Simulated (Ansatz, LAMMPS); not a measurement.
# Glassy 57SiO2-27Al2O3-16BaO (mol %) (149 atoms) under strain: runs compared

How stiff is glassy 57SiO2-27Al2O3-16BaO (mol %) (149 atoms)?

Computed with Ansatz 0.2.0: Kohn-Sham DFT, PBE, PAW (set soft_1), plane waves.

## 1. The cell as built

The cell holds 149 atoms: 25 Si, 24 Al, 7 Ba and 93 O. Cell: a = 12.759 Å, b = 12.759 Å, c = 12.759 Å, α = 90.0°, β = 90.0°, γ = 90.0°. 149 atoms (25 Si, 24 Al, 7 Ba, 93 O) placed at random at 3.04 g/cm³, melted at 4000 K for 10 ps at fixed volume with the Morse and Coulomb pair potential with partial charges (Pedone, Malavasi, Menziani, Cormack and Segre, J. Phys. Chem. B 110, 11780 (2006)). Quenched from 4000 K to 300 K at 25 K/ps and fixed volume, held 5 ps.

What the set-up can't give: The quench rate of 25 K/ps is orders of magnitude faster than experiment, which tends to freeze in extra defects. The network of bonds at the start is that of the classical potential that made the cell, and needn't be the one that DFT or experiment would give. Only the Γ point is sampled. The levels lack spin–orbit coupling, which is large for the heavy elements here.

## 2. The reference run

The reference is a single point at the end of the relaxation.

Every strained cell starts from the geometry of this run, and its atoms are relaxed with the cell held.

Its input, with most atom lines left out:

```yaml
crystal:
  lattice:
    - [12.42358, -0.01618, -0.07313]
    - [-0.01618, 13.05222, -0.00024]
    - [-0.07313, -0.00024, 12.3942]
  atoms:
    - { symbol: Si, position: [0.40408, 0.16356, 0.44198] }
    - { symbol: Si, position: [0.80873, 0.13743, 0.73475] }
    - { symbol: Si, position: [0.16159, 0.43321, 0.3263] }
    - { symbol: Si, position: [0.28808, 0.11494, 0.99957] }
    - { symbol: Si, position: [0.87355, 0.40631, 0.56576] }
    - { symbol: Si, position: [0.45599, 0.52617, 0.03052] }
    - { symbol: Si, position: [0.65815, 0.58611, 0.65925] }
    [... atom lines 8 to 149 left out ...]
kpoints:
  mp_grid: { grid: [1, 1, 1] }
hamiltonian:
  xc: pbe
  pseudopotentials: { kind: paw, azcp: { folder: soft_1 } }
scf:
  occupations: { method: gaussian, width: 0.025 }
output:
  forces: true
  stress: true
  populations: true
  dos:
    method: { smearing: { sigma: 0.08 } }
    de: 0.1
    projected: { site_lists: { Al: [Al], Ba: [Ba], O: [O], Si: [Si] } }
  eigenvalues: true
  write_density: true
  write_potential: true
  volumetric_format: npy
```

```
free energy per atom   : -828.2315 eV/atom
r.m.s. force component : 0.00745 eV/Å
pressure               : -0.001782 GPa
```

Filled and empty levels are parted by 3.80 eV (at Γ alone); a semilocal functional tends to put such gaps too low. In a disordered cell it changes from sample to sample, and tail or defect levels can set it.

## 3. The runs

Each row is one run, on 4 threads of Arm Neoverse V2, shared host. The free energy is the program's total, comparable only between runs with the same functional, potentials and atoms.

```
                                 run  atoms                outcome  ionic steps, all passes  free energy (eV)     time  host memory (GiB)
           Single point at the start    149              converged                        -       -123393.239     36 s                3.1
              Cell and atoms relaxed    149              converged                       17       -123406.495  8.1 min                3.2
Single point at the relaxed geometry    149              converged                        -       -123406.495     63 s                3.1
                         Volume -3 %    149              converged                        8       -123406.104  4.5 min                3.1
                         Volume +3 %    149              converged                       10       -123406.127  6.4 min                3.2
                         Volume -6 %    149  cut at the time limit                       16       -123405.288  9.7 min                3.0
                         Volume +6 %    149              converged                        8       -123405.089  5.3 min                3.2
                        Volume -10 %    149  cut at the time limit                        9       -123401.930  5.4 min                2.8
            Stretched by 1 % along x    149  cut at the time limit                        3                 -    2 min                3.2
```

In some runs the program notes that the SCF threshold is loose for the stress.

## 4. Pressure against volume

Atoms are relaxed at each volume, in the scaled cell.

```
volume change (%)  volume (Å³/atom)  energy change (meV/atom)  pressure (GPa)  largest move on relaxing (Å)  bonds  gap (eV)
               -3            13.083                      2.62            2.14                          0.13    252                3.92
               +0            13.488                      0.00            0.00                             -    249                3.80
               +3            13.893                      2.47           -1.92                          0.15    246                3.68
               +6            14.297                      9.44           -3.60                          0.26    243                3.54
```

## 5. Findings

The bulk modulus, from the slope of pressure against ln V over the three points nearest the relaxed volume, is 67.5 GPa; a quadratic over all points gives a pressure derivative of about 2.9. The count of bonds runs from 243 to 252 over the series, so at some points contacts cross the cutoffs. The gap goes from 3.92 eV at the smallest volume to 3.54 eV at the largest, -4.2 eV per unit of ln V by a straight line, on the run's k-points.

**Limits.** Strains are finite and relaxations stop at the force tolerance of the input, which can leave moduli too stiff; they are those of a static cell at zero temperature. Volumes are changed with the cell's shape held, so in an anisotropic solid the modulus lies over the one under free hydrostatic load. The program notes that the SCF threshold of the relaxations is loose for the stress.

The DFT runs together took 43 min of wall time.

[Logs are printed without paths, hosts, clocks, repeated set-up lines and the standing remarks that a program may print on its own settings, such as how far it seeks lower states.]

[Hosts, paths, dates, database ids (printed as entryN), source tags and the programs' standing remarks are cut or masked in the printed files.]
